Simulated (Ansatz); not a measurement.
## Sn wire along [110], 16 atoms a period, H-terminated: bands by functional

What gap, if any, does the Sn wire along [110], 16 atoms a period, H-terminated have, and how does it change with the functional?

Method: DFT PBE, plane waves, PAW; relaxation of a wire's period; PAW set soft_1, in the first sound run; inputs show where later runs differ, in Ansatz 0.2.0.

This is a report of a sequence of runs, with most program output left out.

## Step 1: The structure

The cell holds 28 atoms: 16 Sn and 12 H. Cell: a = 20.458 Å, b = 19.062 Å, c = 4.702 Å, α = 90.0°, β = 90.0°, γ = 90.0°. Vacuum lies along a and b. The structure's axis is c.

## Step 2: Relaxing the period

Band widths follow the bond lengths, so the wire is relaxed first. The atoms and the third cell vector are free; the box across stays fixed as vacuum. A Fermi-Dirac smearing is set since the result may be a metal. The pressure printed is a third of the stress's trace over the whole box, vacuum included; only the stress along the axis is relaxed.

Contents of input.yaml:

```yaml
crystal:
  lattice:
    - [20.458, 0.0, 0.0]
    - [0.0, 19.062, 0.0]
    - [0.0, 0.0, 4.7022600949]
  atoms:
    - { symbol: Sn, position: [0.378109442, 0.623347978, 0.0] }
    - { symbol: H, position: [0.409986313, 0.821648212, 0.0] }
    - { symbol: Sn, position: [0.459373496, 0.746689183, 0.0] }
    - { symbol: Sn, position: [0.459373496, 0.500006773, 0.0] }
    - { symbol: Sn, position: [0.703165655, 0.623347978, 0.0] }
    - { symbol: H, position: [0.752552837, 0.698307007, 0.0] }
    - { symbol: Sn, position: [0.784429708, 0.500006773, 0.0] }
    - { symbol: H, position: [0.166194154, 0.500006773, 0.196131437] }
[... 16 atom lines left out ...]
    - { symbol: H, position: [0.409986313, 0.178365334, 0.0] }
    - { symbol: Sn, position: [0.459373496, 0.253324363, 0.0] }
    - { symbol: Sn, position: [0.703165655, 0.376665568, 0.0] }
    - { symbol: H, position: [0.752552837, 0.301706539, 0.0] }
kpoints:
  mp_grid: { grid: [1, 1, 18] }
scf:
  occupations: { method: fermi_dirac, width: 0.05 }
hamiltonian:
  xc: pbe
  pseudopotentials: { kind: paw, azcp: { folder: soft_1 } }
relax:
  cell: { fix: [a, b, alpha, beta, gamma] }
  max_steps: 45
  f_tol: 0.03
```

Started as:

```bash
> ansatz run input.yaml --threads 4 --pin off --max-ram 16384MiB --backend cpu --events-out ev --progress --plain --runs-dir out
```

The job ended after 5.8 min (4 threads of Intel Xeon Platinum 8259CL at 2.50GHz (Skylake/Cascade Lake), shared host; peak memory 6 GiB).

Relaxation path:

| step | energy less that of the first step (eV) | largest force component (eV/Å) | pressure (GPa) | volume (Å³) |
| --- | --- | --- | --- | --- |
| 1 | 0.0000 | 0.2005 | -0.30 | 1833.74 |
| 2 | 0.3104 | 0.9443 | 0.41 | 1841.91 |
| 3 | -0.0857 | 0.0729 | -0.05 | 1844.17 |
| 4 | -0.0893 | 0.0041 | -0.01 | 1844.24 |
| 5* | -0.0902 | 0.0041 | -0.01 | 1844.24 |

Relaxation steps marked * repeat the geometry before them on a plane-wave basis chosen anew for their cell, so energy and pressure can jump there. Relaxation step 2 was tried and not accepted.

The run keeps the 8 symmetry operations that it works with, so distortions that break them were not tested.

| cell as run | before | after | change |
| --- | --- | --- | --- |
| c (Å) | 4.702 | 4.729 | +0.6 % |

The atoms that moved most (Å, along periodic axes as changes of fractional coordinates times the final cell, across vacuum about the mean position):

| atom | dx | dy | dz | length |
| --- | --- | --- | --- | --- |
| H12 | 0.071 | -0.054 | 0.000 | 0.089 |
| H11 | 0.071 | 0.054 | 0.000 | 0.089 |
| H6 | -0.071 | -0.054 | 0.000 | 0.089 |
| H28 | -0.071 | 0.054 | 0.000 | 0.089 |
| Sn13 | 0.062 | 0.053 | 0.000 | 0.081 |
| Sn14 | 0.062 | -0.053 | 0.000 | 0.081 |
| Sn27 | -0.062 | 0.053 | 0.000 | 0.081 |
| Sn5 | -0.062 | -0.053 | 0.000 | 0.081 |

This step gave:

- cell length along the wire: 4.729 Å

The cell's length comes to 4.729 Å with spin left out.

## Step 3: The wire at its relaxed period

This step: DFT PBE, plane waves, PAW; bands of a perfect wire; PAW set soft_1 (Ansatz 0.2.0).

At the relaxed period the bands are computed along the axis; those that cross an energy going forward count the channels that a perfect wire would open there.

Contents of input.yaml:

```yaml
crystal:
  lattice:
    - [20.458, 0.0, 0.0]
    - [0.0, 19.062, 0.0]
    - [0.0, 0.0, 4.729176055]
  atoms:
    - { symbol: Sn, position: [0.378908815, 0.622565221, 0.0] }
    - { symbol: H, position: [0.411592913, 0.817768787, 0.0] }
    - { symbol: Sn, position: [0.461019921, 0.743291653, 0.0] }
    - { symbol: Sn, position: [0.459768058, 0.5, 0.0] }
    - { symbol: Sn, position: [0.700133496, 0.620571138, 0.0] }
    - { symbol: H, position: [0.749070134, 0.695451122, 0.0] }
    - { symbol: Sn, position: [0.781391297, 0.5, 0.0] }
    - { symbol: H, position: [0.1681551, 0.5, 0.206041793] }
[... 16 atom lines left out ...]
    - { symbol: H, position: [0.411592913, 0.182231213, 0.0] }
    - { symbol: Sn, position: [0.461019921, 0.256708347, 0.0] }
    - { symbol: Sn, position: [0.700133496, 0.379428862, 0.0] }
    - { symbol: H, position: [0.749070134, 0.304548878, 0.0] }
kpoints:
  mp_grid: { grid: [1, 1, 17] }
  band_path: { path: ["Γ", Z], npoints: 90 }
scf:
  occupations: { method: fermi_dirac, width: 0.05 }
hamiltonian:
  xc: pbe
  pseudopotentials: { kind: paw, azcp: { folder: soft_1 } }
output:
  dos: { e_range: [-5, 4] }
  write_potential: true
  write_density: true
  volumetric_format: npy
```

Elapsed: 6 min, on 4 threads; peak memory 12 GiB; 22 min of CPU time.

Numbers from this step:

- band gap: 0.9009 eV

The electronic bands at the labelled points (eV, zero at the Fermi level; v1 is the highest filled band, c1 the lowest empty one):

| point | v4 | v3 | v2 | v1 | c1 | c2 | c3 | c4 |
| --- | --- | --- | --- | --- | --- | --- | --- | --- |
| Γ | -1.11 | -1.10 | -0.70 | -0.45 | 0.45 | 0.65 | 0.68 | 0.78 |
| halfway | -1.40 | -1.33 | -1.26 | -1.16 | 1.40 | 1.51 | 1.84 | 1.90 |
| Z | -1.68 | -1.68 | -1.55 | -1.55 | 1.23 | 1.23 | 1.72 | 1.72 |

The gap is 0.901 eV, with spin left out.

The path shows a direct gap of 0.90 eV (valence top at Γ, conduction bottom at Γ).

## Step 4: Another level of theory, cutoff 500 eV, k-mesh 1×1×13

This step: DFT r2SCAN, plane waves, PAW; bands of a perfect wire at the PBE geometry; PAW set soft_1 (Ansatz 0.2.0).

The atoms stay at the PBE geometry and the functional changes. r2SCAN also reads the kinetic-energy density; it often gives larger moments and wider gaps than PBE, at a higher cost. Against the first PBE run of this kind, the cutoff is 500 eV against 420 and the mesh along the wire has 13 points against 17.

input.yaml, as its differences from that of step 3:

```diff
@@ -35,3 +35,3 @@
 kpoints:
-  mp_grid: { grid: [1, 1, 17] }
+  mp_grid: { grid: [1, 1, 13] }
   band_path: { path: ["Γ", Z], npoints: 90 }
@@ -40,8 +40,3 @@
 hamiltonian:
-  xc: pbe
+  xc: r2scan
   pseudopotentials: { kind: paw, azcp: { folder: soft_1 } }
-output:
-  dos: { e_range: [-5, 4] }
-  write_potential: true
-  write_density: true
-  volumetric_format: npy
```

Wall time 12 min (4 threads); peak memory 11 GiB; 45 min of CPU time.

Numbers from this step:

```yaml
band_gap: 1.199 eV
```

Electronic bands along the path, in eV, zero at the Fermi level; v1 is the highest filled band, c1 the lowest empty one:

| point | v4 | v3 | v2 | v1 | c1 | c2 | c3 | c4 |
| --- | --- | --- | --- | --- | --- | --- | --- | --- |
| Γ | -1.29 | -1.29 | -0.86 | -0.60 | 0.60 | 0.75 | 0.77 | 0.89 |
| halfway | -1.60 | -1.53 | -1.45 | -1.35 | 1.54 | 1.66 | 1.94 | 1.99 |
| Z | -1.89 | -1.89 | -1.76 | -1.76 | 1.36 | 1.36 | 1.80 | 1.80 |

The gap is 1.20 eV, against 0.901 eV under PBE at the relaxed period.

## Step 5: Another level of theory, level HSE06, cutoff 420 eV

This step: DFT HSE06, plane waves, PAW; levels of a perfect wire at the PBE geometry; PAW set soft_1 (Ansatz 0.2.0).

The atoms stay at the PBE geometry and the functional changes. HSE06 mixes in a quarter of short-range exact exchange, which removes part of the self-interaction that closes gaps; it is dear, so the mesh is thinner and no path is run. Against the first PBE run of this kind, the mesh along the wire has 7 points against 17.

input.yaml, as its differences from that of step 4:

```diff
@@ -35,4 +35,3 @@
 kpoints:
-  mp_grid: { grid: [1, 1, 13] }
-  band_path: { path: ["Γ", Z], npoints: 90 }
+  mp_grid: { grid: [1, 1, 7] }
 scf:
@@ -40,3 +39,3 @@
 hamiltonian:
-  xc: r2scan
+  xc: hse06
   pseudopotentials: { kind: paw, azcp: { folder: soft_1 } }
```

Wall time 31 min (4 threads); peak memory 8.2 GiB.

Numbers from this step:

```
band gap : 1.491 eV
```

The gap is 1.49 eV, against 0.901 eV under PBE at the relaxed period.

## Step 6: Two-component spinors, k-mesh 1×1×11

This step: DFT PBE, plane waves, fully relativistic PAW; bands of a perfect wire with spin-orbit coupling; PAW set soft_1 (Ansatz 0.2.0).

Spin-orbit coupling mixes the spins and splits bands that cross or touch without it, so it can open or close channels. Fully relativistic datasets take the place of the scalar ones.

input.yaml, as its differences from that of step 5:

```diff
@@ -35,3 +35,4 @@
 kpoints:
-  mp_grid: { grid: [1, 1, 7] }
+  mp_grid: { grid: [1, 1, 11] }
+  band_path: { path: ["Γ", Z], npoints: 90 }
 scf:
@@ -39,3 +40,6 @@
 hamiltonian:
-  xc: hse06
-  pseudopotentials: { kind: paw, azcp: { folder: soft_1 } }
+  xc: pbe
+  pseudopotentials: { kind: paw_fr, azcp: { folder: soft_1 } }
+magnetization:
+  noncollinear: true
+  spin_orbit: true
```

The job ended after 1.9 h (4 threads; peak memory 12 GiB).

The run was cut off at the time limit after its SCF cycle had converged; no result of it is taken.

## Step 7: Summary of results

| Item | Value |
| --- | --- |
| cell length, PBE | 4.729 Å |
| gap, PBE | 0.901 eV |
| gap, r2SCAN | 1.20 eV |
| gap, HSE06 | 1.49 eV |

Under PBE the cell's length is 4.73 Å, and a gap of 0.90 eV makes it a semiconductor. At the relaxed period the wire is gapped under every functional, from 0.90 eV (PBE) to 1.49 eV (HSE06). Weak screening in one dimension makes quasiparticle gaps larger than the semilocal gaps, as a rule. A hybrid's gap is read on a coarse mesh, without a band path.

[Logs are printed without paths, hosts, clocks, repeated set-up lines and the standing remarks that a program may print on its own settings, such as how far it seeks lower states.]

[Hosts, paths, dates, database ids (printed as entryN), source tags and the programs' standing remarks are cut or masked in the printed files.]
